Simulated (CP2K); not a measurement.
The C K edge of 1,2-azaborine was computed by TDDFT (CP2K XAS_TDP, aug-cc-pVDZ, TDA) at these levels: BHandHLYP, PBEh(45%) and PBEh(45%) + GW2X. The first three lines of C1 (bonded to 2 C and H) with a strength over 0.0015, energy in eV and strength:

```tsv
run	first	second	third
1	281.00 (0.053)	284.07 (0.003)	284.41 (0.010)
2	283.12 (0.057)	286.47 (0.003)	286.54 (0.012)
3	286.84 (0.052)	289.91 (0.003)	290.25 (0.010)
```

Q: Which run is which?

Run 1: PBEh(45%) (45 % exact exchange). Run 2: BHandHLYP (50 % exact exchange). Run 3: PBEh(45%) + GW2X (45 % exact exchange). Self-interaction lifts the core level, so the uncorrected lines rise with the share of exact exchange. The GW2X run keeps the spacings of its parent: 3.07 eV between the first two lines in run 3, 3.07 eV in run 1. Its shift is +5.84 eV, since the Kohn–Sham level at this share of exchange lies that far above the quasiparticle level.

[Banner, clock and machine lines of the logs are left out without a mark of their own.]

[Logs are printed without paths, hosts, clocks, repeated set-up lines and the standing remarks that a program may print on its own settings, such as how far it seeks lower states.]

[Hosts, paths, dates, database ids (printed as entryN), source tags and the programs' standing remarks are cut or masked in the printed files.]
